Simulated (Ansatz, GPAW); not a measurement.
# Work function of OH/Nb(110) at several levels, part 2 of 3

Aim: the work function of both faces of OH/Nb(110), and its spread over functionals and bases.

GPAW 26.7.0 and Ansatz 0.2.0; Ansatz plane waves; slab in vacuum with a dipole correction, relaxation (the session's first sound run).

So far, upper work function (eV): step 2 (relaxing the atoms) 3.13.

### Step 3. The slab's potential

With the geometry fixed, the planar mean of the potential gives the vacuum level on each side.

This step: GPAW, PAW setups; slab in vacuum (GPAW 26.7.0).

run.py reads:

```python
import json
import numpy as np
from ase import Atoms
from gpaw import GPAW, PW

slab = Atoms(
    ['Nb', 'Nb', 'Nb', 'Nb', 'Nb', 'Nb', 'Nb', 'Nb', 'Nb', 'Nb', 'Nb', 'Nb', 'Nb', 'Nb', 'Nb', 'Nb', 'O', 'H'],
    positions=[
        [0.00000, 0.00000, 7.00000],
        [2.33345, 0.00000, 9.33345],
        [0.00293, 0.00016, 11.71062],
        [2.37011, -0.03843, 14.04077],
        [2.33345, 1.65000, 7.00000],
        [4.66690, 1.65000, 9.33345],
        [2.33053, 1.64984, 11.71062],
        [4.61238, 1.57899, 13.90529],
        [2.33345, -1.65000, 7.00000],
        [4.66690, -1.65000, 9.33345],
        [2.34490, -1.65783, 11.66976],
        [4.63025, -1.61157, 14.04077],
        [4.66690, 0.00000, 7.00000],
        [7.00036, 0.00000, 9.33345],
        [4.65546, 0.00783, 11.66976],
        [7.05488, 0.07101, 13.90529],
        [1.16673, 0.82500, 15.56874],
        [1.16673, 0.82500, 16.53708]],
    cell=[[4.6669, -3.3, 0.0], [4.6669, 3.3, 0.0], [0.0, 0.0, 23.78261]],
    pbc=[True, True, False])

slab.calc = GPAW(mode=PW(500), xc='PBE', kpts={'size': (6, 6, 1), 'gamma': True},
                 occupations={'name': 'fermi-dirac', 'width': 0.1}, nbands='160%',
                 convergence={'density': 1e-05}, maxiter=200,
                 poissonsolver={'dipolelayer': 'xy'},
                 symmetry={'tolerance': 1e-3}, txt='slab.txt')
result = {}
energy = slab.get_potential_energy()
fermi = slab.calc.get_fermi_level()
v = slab.calc.get_electrostatic_potential().mean((0, 1)) - fermi
n = slab.calc.get_pseudo_density().mean((0, 1))
L = slab.cell[2, 2]
z = np.arange(len(v)) * L / len(v)
low, high = slab.positions[:, 2].min(), slab.positions[:, 2].max()
below, above = np.interp([low - 4.8, high + 4.8], z, v)
slopes = [np.interp(x, z, np.gradient(v, z)) for x in (low - 4.8, high + 4.8)]
eps = np.array([[slab.calc.get_eigenvalues(k, s) for k in range(len(slab.calc.get_ibz_k_points()))]
                for s in range(slab.calc.get_number_of_spins())]) - fermi
top, bottom = eps[eps < 0].max(), eps[eps > 0].min()
dipole = slab.get_dipole_moment()[2]
print(f'energy {energy:.4f} eV, Fermi level {fermi:.4f} eV, dipole {dipole:.5f} e A')
print(f'potential 4.8 A off the faces, from the Fermi level: lower {below:.4f} eV, upper {above:.4f} eV')
print(f'slope of the potential there: lower {slopes[0]:.5f}, upper {slopes[1]:.5f} eV/A')
print(f'nearest levels on the mesh: {top:.4f} and {bottom:.4f} eV')
print('magnetic moment', round(slab.get_magnetic_moment(), 3))
result.update(energy=energy, fermi=fermi, dipole=dipole, below=below, above=above, slopes=slopes, edges=[top, bottom],
              z=z.tolist(), v=v.tolist(), n=n.tolist(), positions=slab.positions.tolist(),
              forces=slab.get_forces(apply_constraint=False).tolist(), moments=slab.get_magnetic_moments().tolist())
json.dump(result, open('result.json', 'w'))
```

On the command line:

```bash
$ OMP_NUM_THREADS=1 OPENBLAS_NUM_THREADS=1 python run.py
```

The program printed:

```text
energy -169.6275 eV, Fermi level 2.4707 eV, dipole 0.23714 e A
potential 4.8 A off the faces, from the Fermi level: lower 4.5313 eV, upper 3.1397 eV
slope of the potential there: lower -0.00258, upper 0.00020 eV/A
nearest levels on the mesh: -0.0029 and 0.0097 eV
magnetic moment 0.0
```

Run time: 2.3 h. Hardware: 1 thread of Arm Neoverse N1, shared host; peak memory 1.6 GiB.

This step gave:

- dipole along the normal: 0.2371 e·Å
- levels nearest the Fermi level on the mesh: -0.002906, 0.009680 eV from the Fermi level
- upper work function: 3.140 eV
- lower work function: 4.531 eV

The electrostatic potential energy of an electron (without an applied field's), less the Fermi level, planar mean oscillates, so the rows of the table below give means over windows of 1 Å about each position, cut where the curve ends. Its maxima inside the range that stand out by 2 % of the span (Å: eV): 0.6: 4.53, 8.2: -1.09, 10.6: -1.03, 12.8: -1.55. Its minima: 7.0: -25.1, 9.3: -25.0, 11.7: -25.0, 14.0: -25.0.

Electrostatic potential energy of an electron (without an applied field's), less the Fermi level, planar mean against z; means over each step:

| z (Å) | electrostatic potential energy of an electron (without an applied field's), less the Fermi level, planar mean (eV) |
| --- | --- |
| 0 | 4.27 |
| 1 | 4.53 |
| 2 | 4.53 |
| 3 | 4.52 |
| 4 | 4.44 |
| 5 | 3.69 |
| 6 | -2.79 |
| 7 | -20.3 |
| 8 | -3.95 |
| 9 | -16.6 |
| 10 | -9.24 |
| 11 | -8.71 |
| 12 | -17.1 |
| 13 | -4.59 |
| 14 | -20.2 |
| 15 | -3.49 |
| 16 | 1.66 |
| 17 | 2.87 |
| 18 | 3.12 |
| 19 | 3.14 |
| 20 | 3.14 |
| 21 | 3.14 |
| 22 | 3.14 |
| 23 | 3.15 |

The pseudo valence density, planar mean oscillates, so the rows of the table below give means over windows of 2.28 Å about each position, cut where the curve ends. Its maxima inside the range that stand out by 2 % of the span (Å: e/Å³): 7.0: 1.56, 9.3: 1.56, 11.6: 1.51, 13.9: 1.50, 15.6: 0.267. Its minima: 8.2: 0.262, 10.5: 0.253, 12.7: 0.284, 15.0: 0.216.

The pseudo valence density, planar mean by z; means over each step:

| z (Å) | pseudo valence density, planar mean (e/Å³) |
| --- | --- |
| 1.14 | 7.4e-6 |
| 3.42 | 0.00143 |
| 5.70 | 0.265 |
| 7.98 | 0.711 |
| 10.26 | 0.700 |
| 12.54 | 0.742 |
| 14.82 | 0.614 |
| 17.10 | 0.0281 |
| 19.38 | 5.1e-5 |

Force by atom:

| atom | x (eV/Å) | y (eV/Å) | z (eV/Å) | size |
| --- | --- | --- | --- | --- |
| Nb1 | 0.015 | -0.002 | 0.351 | 0.351 |
| Nb2 | -0.017 | -0.010 | -0.283 | 0.283 |
| Nb3 | -0.004 | 0.000 | 0.006 | 0.007 |
| Nb4 | -0.014 | 0.023 | 0.004 | 0.027 |
| Nb5 | -0.015 | 0.002 | 0.351 | 0.351 |
| Nb6 | -0.067 | 0.055 | -0.368 | 0.378 |
| Nb7 | 0.004 | 0.000 | 0.006 | 0.007 |
| Nb8 | -0.015 | -0.004 | -0.041 | 0.044 |
| Nb9 | 0.019 | 0.006 | 0.369 | 0.369 |
| Nb10 | 0.017 | 0.010 | -0.283 | 0.283 |
| Nb11 | 0.000 | 0.000 | 0.010 | 0.010 |
| Nb12 | 0.014 | -0.023 | 0.004 | 0.027 |
| Nb13 | -0.019 | -0.006 | 0.369 | 0.369 |
| Nb14 | 0.067 | -0.055 | -0.368 | 0.378 |
| Nb15 | 0.000 | 0.000 | 0.010 | 0.010 |
| Nb16 | 0.015 | 0.004 | -0.041 | 0.044 |
| O17 | 0.000 | 0.000 | -0.273 | 0.273 |
| H18 | 0.000 | 0.000 | 0.208 | 0.208 |

The potential is flat to 0.003 eV/Å where it is read, so the vacuum is wide enough. The geometry is the other program's minimum; here the largest force on a free atom is 0.27 eV/Å.

### Step 4. Self-consistent run: xc = "RPBE"

The same geometry under RPBE, to see how far the functional moves the levels against the vacuum.

Edit run.py of step 3 so:

```diff
@@ -29,3 +29,3 @@
 
-slab.calc = GPAW(mode=PW(500), xc='PBE', kpts={'size': (6, 6, 1), 'gamma': True},
+slab.calc = GPAW(mode=PW(500), xc='RPBE', kpts={'size': (6, 6, 1), 'gamma': True},
                  occupations={'name': 'fermi-dirac', 'width': 0.1}, nbands='160%',
```

The program printed:

```text
energy -161.4017 eV, Fermi level 2.5746 eV, dipole 0.23398 e A
potential 4.8 A off the faces, from the Fermi level: lower 4.4002 eV, upper 3.0274 eV
slope of the potential there: lower -0.00295, upper 0.00021 eV/A
nearest levels on the mesh: -0.0021 and 0.0103 eV
magnetic moment 0.0
```

The job ended after 2.2 h (1 thread; peak memory 1.6 GiB).

Numbers from this step:

```
dipole along the normal                    : 0.2340 e·Å
levels nearest the Fermi level on the mesh : -0.002057, 0.01032 eV from the Fermi level
upper work function                        : 3.027 eV
lower work function                        : 4.400 eV
```

Electrostatic potential energy of an electron (without an applied field's), less the Fermi level, planar mean against z:

z (Å), electrostatic potential energy of an electron (without an applied field's), less the Fermi level, planar mean (eV) and a bar from the least value:
```
      0.0        3.7 #############################
      0.5        4.4 ##############################
      1.0        4.4 ##############################
      1.5        4.4 ##############################
      2.0        4.4 ##############################
      2.5        4.4 ##############################
      3.0        4.4 ##############################
      3.5        4.4 ##############################
      4.0        4.3 ##############################
      4.5        4.2 ##############################
      5.0        3.7 #############################
      5.5        2.3 ############################
      6.0       -1.6 ########################
      6.5      -13.0 ############
      7.0      -25.1 
      7.5      -12.6 #############
      8.0       -1.9 ########################
      8.5       -3.9 ######################
      9.0      -18.2 #######
      9.5      -23.1 ##
     10.0       -7.5 ##################
     10.5       -1.1 ########################
     11.0       -6.9 ###################
     11.5      -22.5 ###
     12.0      -19.0 ######
     12.5       -4.5 #####################
     13.0       -2.4 #######################
     13.5      -13.6 ############
     14.0      -24.9 
     14.5      -12.4 #############
     15.0       -2.0 ########################
     15.5       -0.8 #########################
     16.0        2.2 ############################
     16.5        2.4 ############################
     17.0        2.8 ############################
     17.5        3.0 #############################
     18.0        3.0 #############################
     18.5        3.0 #############################
     19.0        3.0 #############################
     19.5        3.0 #############################
     20.0        3.0 #############################
     20.5        3.0 #############################
     21.0        3.0 #############################
     21.5        3.0 #############################
     22.0        3.0 #############################
     22.5        3.0 #############################
     23.0        3.0 #############################
     23.5        3.2 #############################
```

The pseudo valence density, planar mean oscillates, so the rows of the table below give means over windows of 2.28 Å about each position, cut where the curve ends. Its maxima inside the range that stand out by 2 % of the span (Å: e/Å³): 7.0: 1.56, 9.3: 1.56, 11.6: 1.51, 13.9: 1.50, 15.6: 0.266. Its minima: 8.2: 0.262, 10.5: 0.253, 12.7: 0.284, 15.0: 0.216.

The pseudo valence density, planar mean by z; means over each step:

| z (Å) | pseudo valence density, planar mean (e/Å³) |
| --- | --- |
| 1.14 | 8.4e-6 |
| 3.42 | 0.00142 |
| 5.70 | 0.265 |
| 7.98 | 0.711 |
| 10.26 | 0.700 |
| 12.54 | 0.742 |
| 14.82 | 0.614 |
| 17.10 | 0.0281 |
| 19.38 | 5.8e-5 |

Force by atom:

| atom | x (eV/Å) | y (eV/Å) | z (eV/Å) | size |
| --- | --- | --- | --- | --- |
| Nb1 | 0.015 | -0.002 | 0.202 | 0.202 |
| Nb2 | -0.018 | -0.008 | -0.275 | 0.276 |
| Nb3 | 0.002 | 0.003 | -0.002 | 0.004 |
| Nb4 | 0.048 | -0.035 | 0.014 | 0.061 |
| Nb5 | -0.015 | 0.002 | 0.202 | 0.202 |
| Nb6 | -0.068 | 0.056 | -0.362 | 0.372 |
| Nb7 | -0.002 | -0.003 | -0.002 | 0.004 |
| Nb8 | 0.002 | 0.003 | 0.101 | 0.101 |
| Nb9 | 0.019 | 0.006 | 0.219 | 0.220 |
| Nb10 | 0.018 | 0.008 | -0.275 | 0.276 |
| Nb11 | -0.006 | 0.009 | -0.007 | 0.013 |
| Nb12 | -0.048 | 0.035 | 0.014 | 0.061 |
| Nb13 | -0.019 | -0.006 | 0.219 | 0.220 |
| Nb14 | 0.068 | -0.056 | -0.362 | 0.372 |
| Nb15 | 0.006 | -0.009 | -0.007 | 0.013 |
| Nb16 | -0.002 | -0.003 | 0.101 | 0.101 |
| O17 | 0.000 | 0.000 | 0.049 | 0.049 |
| H18 | 0.000 | 0.000 | 0.213 | 0.213 |

The upper face's work function is 3.027 eV, against 3.140 eV in the first plane-wave PBE run at this geometry.

### Step 5. Self-consistent run: xc = "LDA"

The same geometry under LDA, to see how far the functional moves the levels against the vacuum.

Edit run.py of step 4 so:

```diff
@@ -29,3 +29,3 @@
 
-slab.calc = GPAW(mode=PW(500), xc='RPBE', kpts={'size': (6, 6, 1), 'gamma': True},
+slab.calc = GPAW(mode=PW(500), xc='LDA', kpts={'size': (6, 6, 1), 'gamma': True},
                  occupations={'name': 'fermi-dirac', 'width': 0.1}, nbands='160%',
```

The program printed:

```text
energy -186.3003 eV, Fermi level 2.2193 eV, dipole 0.23947 e A
potential 4.8 A off the faces, from the Fermi level: lower 4.7773 eV, upper 3.3719 eV
slope of the potential there: lower -0.00221, upper 0.00019 eV/A
nearest levels on the mesh: -0.0060 and 0.0080 eV
magnetic moment 0.0
```

Run time: 2.2 h. Hardware: 1 thread; peak memory 1.7 GiB.

Numbers from this step:

```yaml
dipole_along_the_normal: 0.2395 e·Å
levels_nearest_the_fermi_level_on_the_mesh: -0.006048, 0.008050 eV from the Fermi level
upper_work_function: 3.372 eV
lower_work_function: 4.777 eV
```

The upper face's work function is 3.372 eV, against 3.140 eV in the first plane-wave PBE run at this geometry.

### Step 6. Self-consistent run: xc = "vdW-DF2"

The same geometry under vdW-DF2, to see how far the functional moves the levels against the vacuum (the van der Waals functionals take revPBE setups).

Edit run.py of step 5 so:

```diff
@@ -29,3 +29,3 @@
 
-slab.calc = GPAW(mode=PW(500), xc='LDA', kpts={'size': (6, 6, 1), 'gamma': True},
+slab.calc = GPAW(mode=PW(500), xc='vdW-DF2', kpts={'size': (6, 6, 1), 'gamma': True},
                  occupations={'name': 'fermi-dirac', 'width': 0.1}, nbands='160%',
```

The program printed:

```text
energy -1459.4738 eV, Fermi level 2.3627 eV, dipole 0.20937 e A
potential 4.8 A off the faces, from the Fermi level: lower 4.7826 eV, upper 3.5549 eV
slope of the potential there: lower -0.00442, upper 0.00031 eV/A
nearest levels on the mesh: -0.0034 and 0.0085 eV
magnetic moment 0.0
```

It took 2.2 h on 1 thread; peak memory 2.2 GiB.

This step gave:

* dipole along the normal: 0.2094 e·Å
* levels nearest the Fermi level on the mesh: -0.003397, 0.008503 eV from the Fermi level
* upper work function: 3.555 eV
* lower work function: 4.783 eV

The upper face's work function is 3.555 eV, against 3.140 eV in the first plane-wave PBE run at this geometry.

### Step 7. Real-space grid: mode = "fd"

A real-space grid is a second complete basis, so it checks the plane-wave result.

Edit run.py of step 6 so:

```diff
@@ -3,3 +3,3 @@
 from ase import Atoms
-from gpaw import GPAW, PW
+from gpaw import GPAW
 
@@ -29,3 +29,3 @@
 
-slab.calc = GPAW(mode=PW(500), xc='vdW-DF2', kpts={'size': (6, 6, 1), 'gamma': True},
+slab.calc = GPAW(mode='fd', h=0.18, xc='PBE', kpts={'size': (6, 6, 1), 'gamma': True},
                  occupations={'name': 'fermi-dirac', 'width': 0.1}, nbands='160%',
```

The program printed:

```text
energy -170.5603 eV, Fermi level -3.8352 eV, dipole 0.23683 e A
potential 4.8 A off the faces, from the Fermi level: lower 4.5300 eV, upper 3.1395 eV
slope of the potential there: lower -0.00234, upper 0.00003 eV/A
nearest levels on the mesh: -0.0023 and 0.0096 eV
magnetic moment 0.0
```

Wall time 6.2 h (1 thread); peak memory 7 GiB.

Numbers from this step:

* dipole along the normal: 0.2368 e·Å
* levels nearest the Fermi level on the mesh: -0.002324, 0.009646 eV from the Fermi level
* upper work function: 3.140 eV
* lower work function: 4.530 eV

Electrostatic potential energy of an electron (without an applied field's), less the Fermi level, planar mean against z:

| z (Å) | electrostatic potential energy of an electron (without an applied field's), less the Fermi level, planar mean (eV) |
| --- | --- |
| 0.0 | 3.84 |
| 0.5 | 4.53 |
| 1.0 | 4.53 |
| 1.5 | 4.53 |
| 2.0 | 4.53 |
| 2.5 | 4.53 |
| 3.0 | 4.52 |
| 3.5 | 4.51 |
| 4.0 | 4.46 |
| 4.5 | 4.31 |
| 5.0 | 3.84 |
| 5.5 | 2.46 |
| 6.0 | -1.53 |
| 6.5 | -12.9 |
| 7.0 | -25.1 |
| 7.5 | -12.5 |
| 8.0 | -1.79 |
| 8.5 | -3.83 |
| 9.0 | -18.2 |
| 9.5 | -23.0 |
| 10.0 | -7.38 |
| 10.5 | -1.02 |
| 11.0 | -6.78 |
| 11.5 | -22.4 |
| 12.0 | -19.0 |
| 12.5 | -4.36 |
| 13.0 | -2.35 |
| 13.5 | -13.5 |
| 14.0 | -24.8 |
| 14.5 | -12.3 |
| 15.0 | -1.84 |
| 15.5 | -0.651 |
| 16.0 | 2.29 |
| 16.5 | 2.57 |
| 17.0 | 2.93 |
| 17.5 | 3.09 |
| 18.0 | 3.12 |
| 18.5 | 3.13 |
| 19.0 | 3.14 |
| 19.5 | 3.14 |
| 20.0 | 3.14 |
| 20.5 | 3.14 |
| 21.0 | 3.14 |
| 21.5 | 3.14 |
| 22.0 | 3.14 |
| 22.5 | 3.14 |
| 23.0 | 3.14 |
| 23.5 | 3.14 |

The upper face's work function is 3.140 eV, against 3.140 eV in the first plane-wave PBE run at this geometry.

### Step 8. Cost and result by level

Times are for 1 thread of Arm Neoverse N1, shared host. The series side by side:

| no. | run | upper work function (eV) | lower work function (eV) | time | memory (GiB) |
| --- | --- | --- | --- | --- | --- |
| 1 | pw | 3.140 | 4.531 | 2.3 h | 1.6 |
| 2 | RPBE | 3.027 | 4.400 | 2.2 h | 1.6 |
| 3 | LDA | 3.372 | 4.777 | 2.2 h | 1.7 |
| 4 | vdW DF2 | 3.555 | 4.783 | 2.2 h | 2.2 |
| 5 | fd | 3.140 | 4.530 | 6.2 h | 7.0 |

(Part 2 of 3 ends here.)

[Logs are printed without paths, hosts, clocks, repeated set-up lines and the standing remarks that a program may print on its own settings, such as how far it seeks lower states.]

[Hosts, paths, dates, database ids (printed as entryN), source tags and the programs' standing remarks are cut or masked in the printed files.]
